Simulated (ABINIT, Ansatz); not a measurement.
# CsGeBr3 (Pm-3m): G0W0 on several meshes in ABINIT

Wanted: mesh dependence and cost of G0W0 for CsGeBr3 (Pm-3m).

Main program and level: ABINIT 10.8.3; PBEsol and many-body steps on it, plane waves.

## (1) Set-up

Symmetry: Pm-3m, No. 221, cubic system. The conventional cell has a = 5.533 Å, b = 5.533 Å, c = 5.533 Å, α = 90.00°, β = 90.00°, γ = 90.00°. Nearest to Cs lie 12 Br at 3.91 Å. Ge has 6 Br at 2.77 Å nearest. Nearest to Br lie 2 Ge at 2.77 Å and 4 Cs at 3.91 Å. Farther neighbours and most contacts between anions are not listed.

The cell and positions are those that the Materials Project relaxed with its own functionals (PBE, PBE+U or r2SCAN), kept fixed. Spin-orbit coupling is left out unless a step names it.

## (2) Empty states on the mesh, 2×2×2 mesh, 476 bands

This step: ABINIT 10.8.3; DFT, PBEsol, plane waves, norm-conserving pseudopotentials.

The sums over transitions need many empty states on a uniform mesh; this step solves for them.

run.abi reads:

```
acell 3*1.0 Angstrom
rprim 
  5.533327140000 0.000000000000 0.000000000000
  0.000000000000 5.533327140000 0.000000000000
  0.000000000000 0.000000000000 5.533327140000
ntypat 3
znucl 55 32 35
natom 5
typat 1 2 3 3 3
xred 
  0.000000000000 0.000000000000 0.000000000000
  0.500000000000 0.500000000000 0.500000000000
  0.500000000000 0.500000000000 0.000000000000
  0.500000000000 0.000000000000 0.500000000000
  0.000000000000 0.500000000000 0.500000000000
pp_dirpath "pseudos"
pseudos "Cs.upf, Ge.upf, Br.upf"
ecut 56
ngkpt 2 2 2
nshiftk 1
shiftk 0 0 0
kptopt 1
chksymbreak 0
iscf -2
irdden 1
istwfk *1
nband 476
nbdbuf 42
tolwfr 1e-09
nstep 60
prtvol 0
indata_prefix "in"
outdata_prefix "out"
tmpdata_prefix "tmp"
```

Launch:

```
$ OMP_NUM_THREADS=1 mpirun -n 4 abinit run.abi > log
```

Numbers of over 12 decimals in the logs are rounded to 6 here.

The program printed:

```text
.Version 10.8.3 of ABINIT. v10.8.2 released Aug 2026.

 Symmetries : space group Pm -3 m (#221); Bravais cP (primitive cubic)
[... echo of the input left out ...]
== DATASET  1 ==================================================================
-   mpi_nproc: 4, omp_nthreads: 1 (-1 if OMP is not activated)

--- !DatasetInfo
iteration_state: {dtset: 1, }
dimensions: {natom: 5, nkpt: 4, mband: 476, nsppol: 1, nspinor: 1, nspden: 1, mpw: 22983, }
cutoff_energies: {ecut:  56.0, pawecutdg:  -1.0, }
[...]
3.65949    3.65949    3.65949    3.65963    3.66775    3.66775    3.66775    3.68225
   3.68225    3.69370    3.69370    3.69370    3.69887    3.69887    3.69888    3.70222
   3.70222    3.70222    3.72520    3.83059
 prteigrs : prtvol=0 or 1, do not print more k-points.

== END DATASET(S) ==============================================================
================================================================================

 -outvars: echo values of variables after computation  --------
            nband         476
             nkpt           4
          spgroup         221
 [... the other variables as echoed above ...]

 Calculation completed.
```

It took 18 min on 4 MPI ranks of Arm Neoverse V1, shared host; peak memory 1.4 GiB.

Numbers from this step:

| Quantity | Value |
| --- | --- |
| gap | 0.4958 eV |
| k of the valence top | 0.5, 0.5, 0.5 |
| k of the conduction bottom | 0.5, 0.5, 0.5 |
| least direct gap | 0.4958 eV |
| k points computed | 4 |
| lowest point of the top converged band, above the valence top | 93.0670 eV |

On this mesh the gap is 0.496 eV.

The density comes from a self-consistent run that is not shown.

## (3) Screening, 2×2×2 mesh, 201 bands, screening to 141.5 eV

The RPA dielectric matrix is built and inverted for each q.

This step: RPA screening on PBEsol, plane waves, norm-conserving pseudopotentials.

run.abi, as its differences from that of step 2:

```diff
@@ -23,10 +23,11 @@
 chksymbreak 0
-iscf -2
-irdden 1
 istwfk *1
-nband 476
-nbdbuf 42
-tolwfr 1e-09
-nstep 60
-prtvol 0
+occopt 1
+irdwfk 1
+optdriver 3
+nband 201
+ecuteps 5.2
+inclvkb 2
+awtr 1
+symchi 1
 indata_prefix "in"
```

The program printed:

```text
.Version 10.8.3 of ABINIT. v10.8.2 released Aug 2026.

 Symmetries : space group Pm -3 m (#221); Bravais cP (primitive cubic)
[... echo of the input left out ...]
== DATASET  1 ==================================================================
-   mpi_nproc: 4, omp_nthreads: 1 (-1 if OMP is not activated)

--- !DatasetInfo
iteration_state: {dtset: 1, }
dimensions: {natom: 5, nkpt: 4, mband: 201, nsppol: 1, nspinor: 1, nspden: 1, mpw: 22983, }
cutoff_energies: {ecut:  56.0, pawecutdg:  -1.0, }
electrons: {nelect:   8.20000000E+01, charge:   0.00000000E+00, occopt:   1.00000000E+00, tsmear:   1.00000000E-02, }

 SCREENING: Calculation of the susceptibility and dielectric matrices

 Based on a program developped by R.W. Godby, V. Olevano, G. Onida, and L. Reining.
 Incorporated in ABINIT by V. Olevano, G.-M. Rignanese, and M. Torrent.
.Using double precision arithmetic ; gwpc =  8

[... cell and pseudopotentials left out ...]
--------------------------------------------------------------------------------

 ==== K-mesh for the wavefunctions ====
 Number of points in the irreducible wedge :     4
[... list of points left out ...]
 Together with 48 symmetry operations and time-reversal symmetry
 yields     8 points in the full Brillouin Zone.

 ==== Q-mesh for the screening function ====
 Number of points in the irreducible wedge :     4
[... list of points left out ...]
 Together with 48 symmetry operations and time-reversal symmetry
 yields     8 points in the full Brillouin Zone.

 setmesh: FFT mesh size selected  =    45x   45x   45
          total number of points  =        91125

 vcoul_init : cutoff-mode = AUXILIARY_FUNCTION
 q-points for optical limit:   1
     1)      0.000010    0.000020    0.000030

- screening: taking advantage of time-reversal symmetry
- Maximum band index for partially occupied states nbvw = 41
- Remaining bands to be divided among processors   nbcw = 160
- Number of bands treated by each node ~40

 Number of electrons calculated from density =   82.0000; Expected =   82.0000
 average of density, n =  0.071723
 r_s =    1.4931
 omega_plasma =   25.8336 [eV]

 calculating chi0 at frequencies [eV] :
  1    0.000000E+00    0.000000E+00
  2    0.000000E+00    2.583359E+01

--------------------------------------------------------------------------------
  q-point number  1        q = ( 0.000000, 0.000000, 0.000000) [r.l.u.]
--------------------------------------------------------------------------------
[... chi0 elements left out ...]
 For q-point:  0.000010 0.000020 0.000030
  dielectric constant = 137.0457
  dielectric constant without local fields = 177.9135

  Average fulfillment of the sum rule on Im[epsilon] for q-point    1 :     43.75  [%]
[... wings left out ...]
  q-point number  2        q = ( 0.500000, 0.000000, 0.000000) [r.l.u.]
--------------------------------------------------------------------------------
[... chi0 elements left out ...]
  Average fulfillment of the sum rule on Im[epsilon] for q-point    2 :     47.21  [%]

 [... 2 further q-points ...]
```

Wall time 3.5 min (4 MPI ranks); peak memory 3.7 GiB.

This step gave:

```yaml
eps_infinity_with_local_fields_on_this_mesh_along_the_program_s_q_direction: 137.0
the_same_without_local_fields: 177.9
plasma_frequency: 25.83 eV
plane_waves_in_the_screening_matrix: 619
```

Local fields lower ε∞ by 23 %. The value itself is an artefact of the mesh, where one narrow direct gap carries too much weight.

## (4) 2×2×2

The self-energy is evaluated for the states that the input lists, and the levels follow from it, in one-shot runs by the linearised quasiparticle equation.

This step: G0W0 on PBEsol, plane waves, norm-conserving pseudopotentials.

run.abi, as its differences from that of step 3:

```diff
@@ -26,8 +26,17 @@
 irdwfk 1
-optdriver 3
+optdriver 4
 nband 201
+gwcalctyp 0
+ecutsigx 56
+symsigma 1
+nkptgw 2
+kptgw 
+  0.5000000000 0.5000000000 0.5000000000
+  0.0000000000 0.0000000000 0.0000000000
+bdgw 
+  38 44
+  39 44
 ecuteps 5.2
-inclvkb 2
-awtr 1
-symchi 1
+irdscr 1
+ppmodel 1
 indata_prefix "in"
```

The program printed:

```text
.Version 10.8.3 of ABINIT. v10.8.2 released Aug 2026.

 Symmetries : space group Pm -3 m (#221); Bravais cP (primitive cubic)
[... echo of the input left out ...]
== DATASET  1 ==================================================================
-   mpi_nproc: 4, omp_nthreads: 1 (-1 if OMP is not activated)

--- !DatasetInfo
iteration_state: {dtset: 1, }
dimensions: {natom: 5, nkpt: 4, mband: 201, nsppol: 1, nspinor: 1, nspden: 1, mpw: 22983, }
cutoff_energies: {ecut:  56.0, pawecutdg:  -1.0, }
electrons: {nelect:   8.20000000E+01, charge:   0.00000000E+00, occopt:   1.00000000E+00, tsmear:   1.00000000E-02, }

 SIGMA: Calculation of the GW corrections

 Based on a program developped by R.W. Godby, V. Olevano, G. Onida, and L. Reining.
 Incorporated in ABINIT by V. Olevano, G.-M. Rignanese, and M. Torrent.
.Using double precision arithmetic ; gwpc =  8

[... cell and pseudopotentials left out ...]
--------------------------------------------------------------------------------

 ==== K-mesh for the wavefunctions ====
 Number of points in the irreducible wedge :     4
[... list of points left out ...]
 Together with 48 symmetry operations and time-reversal symmetry
 yields     8 points in the full Brillouin Zone.

 ==== Q-mesh for screening function ====
 Number of points in the irreducible wedge :     4
[... list of points left out ...]
 Together with 48 symmetry operations and time-reversal symmetry
 yields     8 points in the full Brillouin Zone.

 vcoul_init : cutoff-mode = AUXILIARY_FUNCTION
 q-points for optical limit:   1
     1)      0.000010    0.000020    0.000030
 setmesh: FFT mesh size selected  =    72x   72x   72
          total number of points  =       373248

 Number of electrons calculated from density =   82.0000; Expected =   82.0000
 average of density, n =  0.071723
 r_s =    1.4931
 omega_plasma =   25.8336 [eV]

 === KS Band Gaps ===
  >>>> For spin  1
   Minimum direct gap =   0.4958 [eV], located at k-point      :   0.5000  0.5000  0.5000
   Fundamental gap    =   0.4958 [eV], Top of valence bands at :   0.5000  0.5000  0.5000
                                       Bottom of conduction at :   0.5000  0.5000  0.5000
 SIGMA fundamental parameters:
 PLASMON POLE MODEL  1
 number of plane-waves for SigmaX                22983
 number of plane-waves for SigmaC and W            619
 number of plane-waves for wavefunctions         22983
 number of bands                                   201
 number of independent spin polarizations            1
 number of spinorial components                      1
 number of k-points in IBZ                           4
 number of q-points in IBZ                           4
 number of symmetry operations                      48
 number of k-points in BZ                            8
 number of q-points in BZ                            8
 number of frequencies for dSigma/dE                 9
 frequency step for dSigma/dE [eV]                0.25
 number of omega for Sigma on real axis              0
 max omega for Sigma on real axis  [eV]           0.00
 zcut for avoiding poles [eV]                     0.10

 EPSILON^-1 parameters (SCR file):
 dimension of the eps^-1 matrix on file            619
 dimension of the eps^-1 matrix used               619
 number of plane-waves for wavefunctions         22983
 number of bands                                   201
 number of q-points in IBZ                           4
 number of frequencies                               2
 number of real frequencies                          1
 number of imag frequencies                          1

 matrix elements of self-energy operator (all in [eV])

 Perturbative Calculation

--- !SelfEnergy_ee
iteration_state: {dtset: 1, }
kpoint     : [   0.500,    0.500,    0.500, ]
spin       : 1
KS_gap     :    0.496
QP_gap     :    1.840
Delta_QP_KS:    1.344
data: !SigmaeeData |
     Band     E0 <VxcDFT>   SigX SigC(E0)      Z dSigC/dE  Sig(E)    E-E0       E
       38   0.945 -14.884 -19.795   3.220   0.782  -0.279 -16.206  -1.322  -0.377
       39   0.945 -14.884 -19.795   3.220   0.782  -0.279 -16.206  -1.322  -0.377
       40   0.945 -14.884 -19.795   3.220   0.782  -0.279 -16.206  -1.322  -0.377
       41   2.829 -15.747 -18.547   1.882   0.787  -0.270 -16.469  -0.723   2.106
       42   3.325 -11.709  -7.354  -3.572   0.794  -0.260 -11.087   0.622   3.947
       43   3.325 -11.709  -7.354  -3.572   0.794  -0.260 -11.087   0.622   3.947
[...]
--- !SelfEnergy_ee
iteration_state: {dtset: 1, }
kpoint     : [   0.000,    0.000,    0.000, ]
spin       : 1
KS_gap     :    5.251
QP_gap     :    6.719
Delta_QP_KS:    1.468
data: !SigmaeeData |
     Band     E0 <VxcDFT>   SigX SigC(E0)      Z dSigC/dE  Sig(E)    E-E0       E
[...]
42   5.786  -7.559  -3.637  -3.656   0.833  -0.201  -7.338   0.221   6.007
       43   6.519  -7.189  -3.213  -3.575   0.833  -0.200  -6.855   0.334   6.853
       44   6.519  -7.189  -3.213  -3.575   0.833  -0.200  -6.855   0.334   6.853

== END DATASET(S) ==============================================================
================================================================================

 -outvars: echo values of variables after computation  --------
           etotal      0.0000000000E+00
            nband         201
             nkpt           4
          spgroup         221
 [... the other variables as echoed above ...]

 Calculation completed.
```

The job ended after 60 s (4 MPI ranks; peak memory 3.1 GiB; 4 min of CPU time).

Numbers from this step:

* G0W0 gap on the points computed: 1.841 eV
* starting gap on the mesh: 0.4958 eV
* k of the valence top: 0.5, 0.5, 0.5
* k of the conduction bottom: 0.5, 0.5, 0.5
* Z at the valence top: 0.787
* Z at the conduction bottom: 0.794
* least direct G0W0 gap on the computed points: 1.841 eV

The gap on the mesh goes from 0.50 eV to 1.84 eV, a correction of +1.35 eV.

## (5) Empty states on the mesh, 4×4×4 mesh, 221 bands

This step: DFT, PBEsol, plane waves, norm-conserving pseudopotentials.

run.abi, as its differences from that of step 4:

```diff
@@ -18,3 +18,3 @@
 ecut 56
-ngkpt 2 2 2
+ngkpt 4 4 4
 nshiftk 1
@@ -23,20 +23,10 @@
 chksymbreak 0
+iscf -2
+irdden 1
 istwfk *1
-occopt 1
-irdwfk 1
-optdriver 4
-nband 201
-gwcalctyp 0
-ecutsigx 56
-symsigma 1
-nkptgw 2
-kptgw 
-  0.5000000000 0.5000000000 0.5000000000
-  0.0000000000 0.0000000000 0.0000000000
-bdgw 
-  38 44
-  39 44
-ecuteps 5.2
-irdscr 1
-ppmodel 1
+nband 221
+nbdbuf 20
+tolwfr 1e-09
+nstep 60
+prtvol 0
 indata_prefix "in"
```

The program printed:

```text
.Version 10.8.3 of ABINIT. v10.8.2 released Aug 2026.

 Symmetries : space group Pm -3 m (#221); Bravais cP (primitive cubic)
[... echo of the input left out ...]
== DATASET  1 ==================================================================
-   mpi_nproc: 4, omp_nthreads: 1 (-1 if OMP is not activated)

--- !DatasetInfo
iteration_state: {dtset: 1, }
dimensions: {natom: 5, nkpt: 10, mband: 221, nsppol: 1, nspinor: 1, nspden: 1, mpw: 22983, }
cutoff_energies: {ecut:  56.0, pawecutdg:  -1.0, }
[...]
1.94256    1.97216    1.97216    1.97216    1.97393    1.97393    1.97393    1.97401
   1.97802    1.97802    1.97802    2.00092    2.00169    2.00169    2.00170    2.00871
   2.00872    2.00877    2.04196    2.04580    2.05594
 prteigrs : prtvol=0 or 1, do not print more k-points.

== END DATASET(S) ==============================================================
================================================================================

 -outvars: echo values of variables after computation  --------
            nband         221
             nkpt          10
          spgroup         221
 [... the other variables as echoed above ...]

 Calculation completed.
```

Elapsed: 15 min, on 4 MPI ranks; peak memory 1.3 GiB; 59 min of CPU time.

This step gave:

```yaml
gap: 0.4958 eV
k_of_the_valence_top: 0.5, 0.5, 0.5
k_of_the_conduction_bottom: 0.5, 0.5, 0.5
least_direct_gap: 0.4958 eV
k_points_computed: 10
lowest_point_of_the_top_converged_band_above_the_valence_top: 48.33 eV
```

On this mesh the gap is 0.496 eV.

## (6) Screening, 4×4×4 mesh, 201 bands, screening to 141.5 eV

This step: RPA screening on PBEsol, plane waves, norm-conserving pseudopotentials.

run.abi, as its differences from that of step 5:

```diff
@@ -23,10 +23,11 @@
 chksymbreak 0
-iscf -2
-irdden 1
 istwfk *1
-nband 221
-nbdbuf 20
-tolwfr 1e-09
-nstep 60
-prtvol 0
+occopt 1
+irdwfk 1
+optdriver 3
+nband 201
+ecuteps 5.2
+inclvkb 2
+awtr 1
+symchi 1
 indata_prefix "in"
```

The program printed:

```text
.Version 10.8.3 of ABINIT. v10.8.2 released Aug 2026.

 Symmetries : space group Pm -3 m (#221); Bravais cP (primitive cubic)
[... echo of the input left out ...]
== DATASET  1 ==================================================================
-   mpi_nproc: 4, omp_nthreads: 1 (-1 if OMP is not activated)

--- !DatasetInfo
iteration_state: {dtset: 1, }
dimensions: {natom: 5, nkpt: 10, mband: 201, nsppol: 1, nspinor: 1, nspden: 1, mpw: 22983, }
cutoff_energies: {ecut:  56.0, pawecutdg:  -1.0, }
electrons: {nelect:   8.20000000E+01, charge:   0.00000000E+00, occopt:   1.00000000E+00, tsmear:   1.00000000E-02, }

 SCREENING: Calculation of the susceptibility and dielectric matrices

 Based on a program developped by R.W. Godby, V. Olevano, G. Onida, and L. Reining.
 Incorporated in ABINIT by V. Olevano, G.-M. Rignanese, and M. Torrent.
.Using double precision arithmetic ; gwpc =  8

[... cell and pseudopotentials left out ...]
--------------------------------------------------------------------------------

 ==== K-mesh for the wavefunctions ====
 Number of points in the irreducible wedge :    10
[... list of points left out ...]
 Together with 48 symmetry operations and time-reversal symmetry
 yields    64 points in the full Brillouin Zone.

 ==== Q-mesh for the screening function ====
 Number of points in the irreducible wedge :    10
[... list of points left out ...]
 Together with 48 symmetry operations and time-reversal symmetry
 yields    64 points in the full Brillouin Zone.

 setmesh: FFT mesh size selected  =    45x   45x   45
          total number of points  =        91125

 vcoul_init : cutoff-mode = AUXILIARY_FUNCTION
 q-points for optical limit:   1
     1)      0.000010    0.000020    0.000030

- screening: taking advantage of time-reversal symmetry
- Maximum band index for partially occupied states nbvw = 41
- Remaining bands to be divided among processors   nbcw = 160
- Number of bands treated by each node ~40

 Number of electrons calculated from density =   82.0000; Expected =   82.0000
 average of density, n =  0.071723
 r_s =    1.4931
 omega_plasma =   25.8336 [eV]

 calculating chi0 at frequencies [eV] :
  1    0.000000E+00    0.000000E+00
  2    0.000000E+00    2.583359E+01

--------------------------------------------------------------------------------
  q-point number  1        q = ( 0.000000, 0.000000, 0.000000) [r.l.u.]
--------------------------------------------------------------------------------
[... chi0 elements left out ...]
 For q-point:  0.000010 0.000020 0.000030
  dielectric constant =  29.2789
  dielectric constant without local fields =  31.8654

  Average fulfillment of the sum rule on Im[epsilon] for q-point    1 :     43.99  [%]
[... wings left out ...]
  q-point number  2        q = ( 0.250000, 0.000000, 0.000000) [r.l.u.]
--------------------------------------------------------------------------------
[... chi0 elements left out ...]
  Average fulfillment of the sum rule on Im[epsilon] for q-point    2 :     50.15  [%]

 [... 8 further q-points ...]
```

Elapsed: 24 min, on 4 MPI ranks; peak memory 7.2 GiB; 1.6 h of CPU time.

This step gave:

| Quantity | Value |
| --- | --- |
| ε∞ with local fields, on this mesh, along the program's q direction | 29.28 |
| the same without local fields | 31.87 |
| plasma frequency | 25.83 eV |
| plane waves in the screening matrix | 619 |

(Continued in part 2 of 2.)

[Paths, hosts, dates, memory and timing lines, banners, echoed tables and standing remarks are left out of the program output.]

[Logs are printed without paths, hosts, clocks, repeated set-up lines and the standing remarks that a program may print on its own settings, such as how far it seeks lower states.]

[Runs of the session that timed out or met a known fault of the program may be left out.]

[Hosts, paths, dates, database ids (printed as entryN), source tags and the programs' standing remarks are cut or masked in the printed files.]

[G0W0 gaps are taken among the corrected bands and points alone; a level outside them can change the order at an edge.]

[Where Ansatz stands beside ABINIT at settings called matched, ABINIT's density can come from a denser mesh and the files from another edition; pairs whose starting gaps differed by over 0.03 eV were left out, so agreement reads better than it is.]
